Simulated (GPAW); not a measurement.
# Near-edge structure at the Cu K edge of CuAu (P4/mmm)

What does one-electron theory with a core hole give for the Cu K edge of CuAu (P4/mmm)?

Calculated with GPAW 26.7.0; X-ray absorption from dipole matrix elements to empty bands, plane-wave PAW revPBE, without spin-orbit coupling.

The database entry behind the starting cell is an old determination (1936), so it need not match the best structure at ambient conditions.

## 1. The starting structure

It takes space group P4/mmm (No. 123, tetragonal). Conventional cell: a = 2.811 Å, b = 2.811 Å, c = 3.685 Å, α = 90.00°, β = 90.00°, γ = 90.00°. Nearest to Au lie 8 Cu at 2.71 Å and 4 Au at 2.81 Å. Nearest to Cu lie 8 Au at 2.71 Å and 4 Cu at 2.81 Å. Farther neighbours are not listed.

Coordinates:

```xyz
2
Lattice="2.8107 0.0000 0.0000 0.0000 2.8107 0.0000 0.0000 0.0000 3.6850" Properties=species:S:1:pos:R:3 pbc="T T T"
Au    0.0000    0.0000    0.0000
Cu    1.4054    1.4054    1.8425
```

## 2. Ground state of the crystal

The ground state comes first: it tells whether the system has a gap, which decides how the excited electron is treated.

Contents of scf.py:

```python
import numpy as np
from ase import Atoms
from ase.parallel import parprint, paropen
from gpaw import GPAW, PW, FermiDirac, Mixer, MixerDif, setup_paths
from gpaw.test import gen
setup_paths.insert(0, '.')
gen('Cu', name='nch1s', xcname='revPBE', corehole=(1, 0, 0), write_xml=True)
from gpaw.mpi import world
world.barrier()

atoms = Atoms('AuCu',
    cell=[[2.81074946, 0, 0],
     [0, 2.81074946, 0],
     [0, 0, 3.685]],
    scaled_positions=[[0, 0, 0],
     [0.5, 0.5, 0.5]],
    pbc=True)
atoms.calc = calc = GPAW(legacy_gpaw=True, mode=PW(430, force_complex_dtype=True), xc='revPBE', setups={1: 'nch1s'},
    kpts={'size': (9, 9, 7), 'gamma': True}, occupations=FermiDirac(0.05),
    charge=0, mixer=Mixer(0.1, 5, 50), maxiter=150,
    convergence={'density': 0.0001, 'eigenstates': 1e-6}, txt='scf.txt')
energy = atoms.get_potential_energy() + calc.get_reference_energy()
ef = calc.get_fermi_level()
out = dict(energy=energy, fermi=ef, forces=atoms.get_forces().tolist())
parprint(f'all-electron energy {energy:.4f} eV, Fermi level {ef:.4f} eV')
ev = np.array([[calc.get_eigenvalues(k, s) for k in range(len(calc.get_ibz_k_points()))] for s in range(calc.get_number_of_spins())])
out['homo'], out['lumo'], out['counts'] = ev[ev < ef].max(), ev[ev > ef].min(), sorted(set((ev < ef).sum((0, 2)).tolist()))
out['filled'] = (ev[:, 0] < ef).sum(1).tolist()
import json
with paropen('out.json', 'w') as f:
    json.dump(out, f)
```

On the command line:

```console
> OMP_NUM_THREADS=1 mpirun -n 4 gpaw python scf.py
```

Numbers of over 12 decimals in the logs are rounded to 6 here.

Log:

```text
Input parameters:
  convergence: {density: 0.0001,
                eigenstates: 1e-06}
  kpts: {gamma: True,
         size: (9, 9, 7)}
  maxiter: 150
  mixer: {backend: pulay,
          beta: 0.1,
          method: separate,
          nmaxold: 5,
          weight: 50}
  mode: {ecut: 430.0,
         force_complex_dtype: True,
         name: pw}
  occupations: {fixmagmom: False,
                name: fermi-dirac,
                width: 0.05}
  setups: {1: nch1s}
  xc: revPBE

Initialize ...

[... PAW data sets ...]

Reference energy: -561634.331968  # eV

Spin-paired calculation

[... convergence settings ...]
Symmetries present (total): 16
  [... symmetry matrices ...]

567 k-points: 9 x 9 x 7 Monkhorst-Pack grid
60 k-points in the irreducible part of the Brillouin zone
       k-points in crystal coordinates                weights
   0:     0.00000000    0.00000000    0.00000000          1/567
   1:     0.00000000    0.00000000    0.14285714          2/567
   2:     0.00000000    0.00000000    0.28571429          2/567
   3:     0.00000000    0.00000000    0.42857143          2/567
   4:     0.11111111    0.00000000    0.00000000          4/567
   5:     0.11111111    0.00000000    0.14285714          8/567
   6:     0.11111111    0.00000000    0.28571429          8/567
   7:     0.11111111    0.00000000    0.42857143          8/567
   8:     0.11111111    0.11111111    0.00000000          4/567
   9:     0.11111111    0.11111111    0.14285714          8/567
          ...
  59:     0.44444444    0.44444444    0.42857143          8/567

Wave functions: Plane wave expansion
  Cutoff energy: 430.000 eV
  Number of coefficients (min, max): 580, 609
  Pulay-stress correction: 0.000000 eV/Ang^3 (de/decut=0.000000)
  Using FFTW library
  Wavefunction extrapolation:
    Improved wavefunction reuse through dual PAW basis

Occupation numbers: Fermi-Dirac:
  width: 0.0500  # eV

Eigensolver
   Davidson(niter=2)

Densities:
  Coarse grid: 14*14*18 grid
  Fine grid: 28*28*36 grid
  Total Charge: 0.000000

Density mixing:
  Method: separate
  Backend: pulay
  Linear mixing parameter: 0.1
  old densities: 5
  Width of damping distribution: 1.1
  Damping of long wavelength oscillations: 50

[... Hamiltonian set-up ...]
Number of atoms: 2
Number of atomic orbitals: 18
Number of bands in calculation: 18
Number of valence electrons: 22
Bands to converge: occupied

... initialized

Initializing position-dependent things.

Density initialized from atomic densities
Creating initial wave functions:
  18 bands from LCAO basis set

Positions:
   0 Au     0.000000    0.000000    0.000000    ( 0.0000,  0.0000,  0.0000)
   1 Cu     1.405375    1.405375    1.842500    ( 0.0000,  0.0000,  0.0000)

Unit cell:
           periodic     x           y           z      points  spacing
  1. axis:    yes    2.810749    0.000000    0.000000    14     0.2008
  2. axis:    yes    0.000000    2.810749    0.000000    14     0.2008
  3. axis:    yes    0.000000    0.000000    3.685000    18     0.2047

  Lengths:   2.810749   2.810749   3.685000
  Angles:   90.000000  90.000000  90.000000

Effective grid spacing dv^(1/3) = 0.2021

iter:   1    -6.903531
iter:   2    -6.404682   -2.10  -1.27
iter:   3    -5.974168   -1.98  -1.39
iter:   4    -5.943905   -3.03  -1.80
iter:   5    -5.966120   -2.95  -1.99
iter:   6    -5.932260   -2.91  -2.64
iter:   7    -5.932340   -4.12  -2.88
iter:   8    -5.931950c  -4.77  -2.97
iter:   9    -5.931361c  -4.92  -3.42
iter:  10    -5.931369c  -6.96c -3.77
iter:  11    -5.931380c  -6.94c -3.81
iter:  12    -5.931342c  -6.19c -3.90
iter:  13    -5.931341c  -7.12c -4.19c

Converged after 13 iterations.

Dipole moment: (-0.000000, -0.000000, -0.000000) |e|*Ang

Energy contributions relative to reference atoms: (reference = -561634.331968)

Kinetic:        -18.014739
Potential:      +14.059456
External:        +0.000000
XC:              -2.328894
Entropy (-ST):   -0.004010
Local:           +0.354841
SIC:             +0.000000
--------------------------
Free energy:     -5.933346
Extrapolated:    -5.931341

Showing only first 2 kpts
 Kpt  Band  Eigenvalues  Occupancy
  0     9      7.83857    2.00000
  0    10      7.83857    2.00000
  0    11     11.43703    0.00000
  0    12     17.37534    0.00000

  1     9      7.69229    2.00000
  1    10      7.69229    2.00000
  1    11     10.04507    0.00000
  1    12     19.16669    0.00000

Fermi level: 9.27619

No gap
No difference between direct/indirect transitions

Forces in eV/Ang:
  0 Au    0.00000    0.00000    0.00000
  1 Cu   -0.00000    0.00000    0.00000
Scalar-relativistic atomic revPBE calculation for Cu (Copper, Z=29)
Core hole in 1s state (1s occupation: 2.0)
600 radial gridpoints.
|------------------------------------------------|
|------------------------------------------------|
[... the atom generator's iteration count ...]

Energy contributions:
-------------------------
Kinetic:    +1678.770066
XC:           -67.683350
Potential:  -3265.744941
-------------------------
Total:      -1654.658225

state      eigenvalue         ekin         rmax
-----------------------------------------------
1s^2.0 :  -325.146316   420.090116        0.034
2s^2.0 :   -39.035718    78.982663        0.197
2p^6.0 :   -33.695049    76.930346        0.158
3s^2.0 :    -4.214264    17.266738        0.613
3p^6.0 :    -2.650119    15.127573        0.620
3d^10.0:    -0.182213     9.262973        0.603
4s^1.0 :    -0.165630     1.113790        2.276
4p^0.0 :    -0.025137     0.311646        3.754
-----------------------------------------------
(units: Bohr and Hartree)

Generating PAW setup
Kinetic energy of the core from tauc = 1600.138163
Cutoffs:
rc(s)=2.200
rc(p)=2.200
rc(d)=2.000
rc(vbar)=1.800
rc(comp)=2.000
rc(nct)=2.200

Kinetic energy of the core states: 1585.026549
Charge: 0.0
Core electrons: 18.0
Valence electrons: 11.0
Pseudo-core charge: 0.377979
Shape function alpha=2.500
Pseudo-electron charge 4.185970
state    eigenvalue         norm
--------------------------------
4s(1) :    -0.165630     1.054476
*s    :     0.834370
4p(0) :    -0.025137     1.001202
*p    :     0.974863
3d(10):    -0.182213     0.275352
*d    :     0.817787
--------------------------------

Diagonalizing with gridspacing h=0.050

state   all-electron     PAW
-------------------------------
4s:      -0.165630    -0.165715
4p:      -0.025137    -0.024950
3d:      -0.182213    -0.182637
*f:                    0.067777
-------------------------------
all-electron energy -561640.2633 eV, Fermi level 9.2762 eV
```

Wall time 7.9 s (4 MPI ranks of Intel Xeon Platinum 8488C (Sapphire Rapids), shared host); peak memory 0.16 GiB.

The mesh shows no gap, so the system is treated as a metal and the core electron is put at the Fermi level (neutral cell).

## 3. Spectrum without a core hole, Cu atom 2

Without a hole the spectrum is the empty density of states of the right symmetry on the absorber, weighted by matrix elements. It needs only the small cell and serves as the baseline. The data set with a hole of occupation 0 only carries the core orbital.

The absorber has 8 Au at 2.71 Å and 4 Cu at 2.81 Å (distorted cuboctahedral, site symmetry 4/mmm).

Contents of xas.py:

```python
import numpy as np
from ase import Atoms
from ase.parallel import parprint, paropen
from gpaw import GPAW, PW, FermiDirac, Mixer, MixerDif, setup_paths
from gpaw.test import gen
setup_paths.insert(0, '.')
gen('Cu', name='nch1s', xcname='revPBE', corehole=(1, 0, 0), write_xml=True)
from gpaw.mpi import world
world.barrier()

atoms = Atoms('AuCu',
    cell=[[2.81074946, 0, 0],
     [0, 2.81074946, 0],
     [0, 0, 3.685]],
    scaled_positions=[[0, 0, 0],
     [0.5, 0.5, 0.5]],
    pbc=True)
atoms.calc = calc = GPAW(legacy_gpaw=True, mode=PW(430, force_complex_dtype=True), xc='revPBE', setups={1: 'nch1s'},
    kpts={'size': (12, 12, 9), 'gamma': True}, occupations=FermiDirac(0.1),
    charge=0, mixer=Mixer(0.1, 5, 50), maxiter=150,
    convergence={'density': 0.0001, 'eigenstates': 1e-6}, txt='scf.txt')
energy = atoms.get_potential_energy() + calc.get_reference_energy()
ef = calc.get_fermi_level()
out = dict(energy=energy, fermi=ef, forces=atoms.get_forces().tolist())
parprint(f'all-electron energy {energy:.4f} eV, Fermi level {ef:.4f} eV')
ev = np.array([[calc.get_eigenvalues(k, s) for k in range(len(calc.get_ibz_k_points()))] for s in range(calc.get_number_of_spins())])
out['homo'], out['lumo'], out['counts'] = ev[ev < ef].max(), ev[ev > ef].min(), sorted(set((ev < ef).sum((0, 2)).tolist()))
out['filled'] = (ev[:, 0] < ef).sum(1).tolist()

from ase.units import Ha
from gpaw.xas import dipole_matrix_elements
nb = int(calc.get_number_of_electrons() / 2) + 21
top = nb
nscf = calc.fixed_density(kpts={'size': (9, 9, 7), 'gamma': True},
    convergence={'eigenstates': 1.0}, txt='nscf.txt')
nscf.diagonalize_full_hamiltonian(nbands=nb)
cell = atoms.cell.array
ops = [cell.T @ U.T @ np.linalg.inv(cell.T) for U in nscf.wfs.kd.symmetry.op_scc]
E = np.arange(-25, 34, 0.1)
fwhm = np.interp(E, [4, 25], [1.55, 3.5])
Y, X, zero, highest = 0, 0, 1e9, 1e9
for spin in range(nscf.get_number_of_spins()):
    wfs = nscf.wfs
    mine = wfs.bd.get_slice()  # this rank's bands
    A = dipole_matrix_elements(wfs.setups[1])
    eps = np.zeros((wfs.kd.nibzkpts, nb))
    d = np.zeros((3, A.shape[1], wfs.kd.nibzkpts, nb), complex)
    for kpt in wfs.kpt_u:
        if kpt.s == spin and 1 in kpt.P_ani:
            eps[kpt.k, mine] = kpt.eps_n * Ha
            d[:, :, kpt.k, mine] = (kpt.weight * wfs.nspins / 2) ** 0.5 * np.inner(A, kpt.P_ani[1])
    world.sum(eps)
    world.sum(d)
    T = np.einsum('amkn,bmkn->abkn', d, d.conj()).real
    T = sum(np.einsum('ai,ijkn,bj->abkn', R, T, R) for R in ops) / len(ops)
    empty = eps > ef
    zero, highest = min(zero, eps[empty].min()), min(highest, eps[:, top - 1].min())
    lines = [(eps, T, empty)] if spin == 0 else lines + [(eps, T, empty)]
for eps, T, empty in lines:
    f = np.einsum('aakn->akn', T).reshape(3, -1)
    x = eps.ravel() - zero
    w = np.interp(x, E, fwhm) / 2.35482
    g = np.exp(-0.5 * ((E[:, None] - x) / w) ** 2) / (w * (2 * np.pi) ** 0.5)
    Y = Y + (f * empty.ravel()) @ g.T
    X = X + (f * ~empty.ravel()) @ g.T
out.update(E=E.round(2).tolist(), xas=Y.tolist(), xes=X.tolist(), zero=zero, valid=highest - zero, nk=len(eps), nb=nb)
for i in range(0, len(E), 10):
    parprint(f'{E[i]:7.2f}', *(f'{v:10.3e}' for v in Y[:, i]))
import json
with paropen('out.json', 'w') as f:
    json.dump(out, f)
```

On the command line:

```console
> OMP_NUM_THREADS=1 mpirun -n 4 gpaw python xas.py
```

Log:

```text
Input parameters:
  convergence: {density: 0.0001,
                eigenstates: 1e-06}
  kpts: {gamma: True,
         size: (12, 12, 9)}
  maxiter: 150
  mixer: {backend: pulay,
          beta: 0.1,
          method: separate,
          nmaxold: 5,
          weight: 50}
  mode: {ecut: 430.0,
         force_complex_dtype: True,
         name: pw}
  occupations: {fixmagmom: False,
                name: fermi-dirac,
[...]
*d    :     0.817787
--------------------------------

Diagonalizing with gridspacing h=0.050

state   all-electron     PAW
-------------------------------
4s:      -0.165630    -0.165715
4p:      -0.025137    -0.024950
3d:      -0.182213    -0.182637
*f:                    0.067777
-------------------------------
all-electron energy -561640.2461 eV, Fermi level 9.2788 eV
[...]
32.00  1.346e-07  1.346e-07  1.260e-07
  33.00  1.575e-07  1.575e-07  1.509e-07
[key lines of the parts left out:]
Converged after 13 iterations.
Dipole moment: (-0.000000, -0.000000, -0.000000) |e|*Ang
Free energy:     -5.924997
Fermi level: 9.27881
```

Run time: 16 s. Hardware: 4 MPI ranks; peak memory 0.22 GiB.

The Cu K spectrum, Cu atom 2, no core hole (energy from the lowest empty level; intensity scaled to a mean of 1 over the first 20 eV; polarised curves are means over the symmetry-equivalent atoms):

| E (eV) | isotropic | ε ⊥ c | ε ∥ c |
| --- | --- | --- | --- |
| -2.0 | 0.00 | 0.00 | 0.00 |
| -1.0 | 0.02 | 0.02 | 0.02 |
| 0.0 | 0.19 | 0.21 | 0.16 |
| 1.0 | 0.41 | 0.44 | 0.34 |
| 2.0 | 0.43 | 0.45 | 0.40 |
| 3.0 | 0.42 | 0.42 | 0.42 |
| 4.0 | 0.42 | 0.43 | 0.41 |
| 5.0 | 0.46 | 0.43 | 0.51 |
| 6.0 | 0.55 | 0.55 | 0.55 |
| 7.0 | 0.69 | 0.69 | 0.69 |
| 8.0 | 0.85 | 0.89 | 0.76 |
| 9.0 | 1.17 | 1.24 | 1.03 |
| 10.0 | 1.41 | 1.46 | 1.31 |
| 11.0 | 1.57 | 1.60 | 1.50 |
| 12.0 | 1.66 | 1.62 | 1.74 |
| 13.0 | 1.59 | 1.50 | 1.78 |
| 14.0 | 1.44 | 1.35 | 1.62 |
| 15.0 | 1.29 | 1.22 | 1.42 |
| 16.0 | 1.14 | 1.14 | 1.16 |
| 17.0 | 1.09 | 1.12 | 1.02 |
| 18.0 | 1.19 | 1.24 | 1.10 |
| 19.0 | 1.37 | 1.41 | 1.28 |
| 20.0 | 1.39 | 1.40 | 1.37 |
| 21.0 | 1.27 | 1.22 | 1.35 |
| 22.0 | 1.15 | 1.08 | 1.29 |
| 23.0 | 1.05 | 1.00 | 1.15 |
| 24.0 | 0.93 | 0.92 | 0.95 |
| 25.0 | 0.80 | 0.82 | 0.77 |
| 26.0 | 0.72 | 0.75 | 0.66 |
| 27.0 | 0.70 | 0.75 | 0.60 |
| 28.0 | 0.71 | 0.78 | 0.57 |
| 29.0 | 0.70 | 0.77 | 0.56 |
| 30.0 | 0.69 | 0.74 | 0.59 |
| 31.0 | 0.72 | 0.75 | 0.66 |
| 32.0 | 0.81 | 0.83 | 0.78 |

Main maxima below 30 eV (height): 12.2 eV (1.66) and 19.6 eV (1.41). A K edge sees empty p states on the absorber.

The same matrix elements for filled bands give the Cu K emission of Cu atom 2 (ground-state approximation; energy from the lowest empty level, largest value 1):

| E (eV) | emission |
| --- | --- |
| -24.00 | 0.00 |
| -23.25 | 0.00 |
| -22.50 | 0.00 |
| -21.75 | 0.00 |
| -21.00 | 0.00 |
| -20.25 | 0.00 |
| -19.50 | 0.00 |
| -18.75 | 0.00 |
| -18.00 | 0.00 |
| -17.25 | 0.00 |
| -16.50 | 0.00 |
| -15.75 | 0.00 |
| -15.00 | 0.00 |
| -14.25 | 0.00 |
| -13.50 | 0.00 |
| -12.75 | 0.00 |
| -12.00 | 0.00 |
| -11.25 | 0.00 |
| -10.50 | 0.00 |
| -9.75 | 0.01 |
| -9.00 | 0.05 |
| -8.25 | 0.13 |
| -7.50 | 0.28 |
| -6.75 | 0.52 |
| -6.00 | 0.84 |
| -5.25 | 1.00 |
| -4.50 | 0.83 |
| -3.75 | 0.63 |
| -3.00 | 0.57 |
| -2.25 | 0.52 |
| -1.50 | 0.45 |
| -0.75 | 0.45 |
| 0.00 | 0.31 |
| 0.75 | 0.08 |
| 1.50 | 0.01 |
| 2.25 | 0.00 |
| 3.00 | 0.00 |

Emission maxima: -5.4 eV (1.00).

## 4. Reference energy of the supercell

The photon energy needs a difference of total energies, so the cell and mesh of the coming hole run are first run without a hole.

scf.py, as its differences from that of step 2:

```diff
@@ -10,11 +10,17 @@
 
-atoms = Atoms('AuCu',
-    cell=[[2.81074946, 0, 0],
-     [0, 2.81074946, 0],
-     [0, 0, 3.685]],
+atoms = Atoms('Au4Cu4',
+    cell=[[2.81074946, 2.81074946, 3.685],
+     [-2.81074946, 2.81074946, -3.685],
+     [-2.81074946, 2.81074946, 3.685]],
     scaled_positions=[[0, 0, 0],
-     [0.5, 0.5, 0.5]],
+     [0.5, 0.5, 0],
+     [0, 0.5, 0.5],
+     [0.5, 0, 0.5],
+     [0.5, 0, 0],
+     [0, 0.5, 0],
+     [0.5, 0.5, 0.5],
+     [0, 0, 0.5]],
     pbc=True)
-atoms.calc = calc = GPAW(legacy_gpaw=True, mode=PW(430, force_complex_dtype=True), xc='revPBE', setups={1: 'nch1s'},
-    kpts={'size': (9, 9, 7), 'gamma': True}, occupations=FermiDirac(0.05),
+atoms.calc = calc = GPAW(legacy_gpaw=True, mode=PW(430, force_complex_dtype=True), xc='revPBE', setups={4: 'nch1s'},
+    kpts={'size': (6, 6, 6), 'gamma': True}, occupations=FermiDirac(0.1),
     charge=0, mixer=Mixer(0.1, 5, 50), maxiter=150,
```

On the command line:

```console
> OMP_NUM_THREADS=1 mpirun -n 4 gpaw python scf.py
```

Log:

```text
Input parameters:
  convergence: {density: 0.0001,
                eigenstates: 1e-06}
  kpts: {gamma: True,
         size: (6, 6, 6)}
  maxiter: 150
  mixer: {backend: pulay,
          beta: 0.1,
          method: separate,
          nmaxold: 5,
          weight: 50}
  mode: {ecut: 430.0,
         force_complex_dtype: True,
         name: pw}
  occupations: {fixmagmom: False,
                name: fermi-dirac,
[...]
*s    :     0.834370
4p(0) :    -0.025137     1.001202
*p    :     0.974863
3d(10):    -0.182213     0.275352
*d    :     0.817787
--------------------------------

Diagonalizing with gridspacing h=0.050

state   all-electron     PAW
-------------------------------
4s:      -0.165630    -0.165715
4p:      -0.025137    -0.024950
3d:      -0.182213    -0.182637
*f:                    0.067777
-------------------------------
all-electron energy -2246560.9533 eV, Fermi level 9.2754 eV
[key lines of the parts left out:]
Converged after 14 iterations.
Dipole moment: (-0.000000, 0.000000, -0.000000) |e|*Ang
Free energy:    -23.676462
Fermi level: 9.27540
```

Wall time 63 s (4 MPI ranks); peak memory 0.28 GiB; 4.2 min of CPU time.

Reference energy: -2246560.953 eV with the cores included.

[end of part 1 of 2]

[Banner, clock and machine lines of the logs are left out without a mark of their own.]

[Logs are printed without paths, hosts, clocks, repeated set-up lines and the standing remarks that a program may print on its own settings, such as how far it seeks lower states.]

[Hosts, paths, dates, database ids (printed as entryN), source tags and the programs' standing remarks are cut or masked in the printed files.]

[Lists of maxima count a maximum above −3 eV only where it reaches 4 % of the highest in the window and stands out from its surroundings by 2 % of it (1.5 % where it reaches 55 %); shoulders and weaker maxima are passed over, and of the rest the first, up to two pre-edge ones and the few strongest are named.]
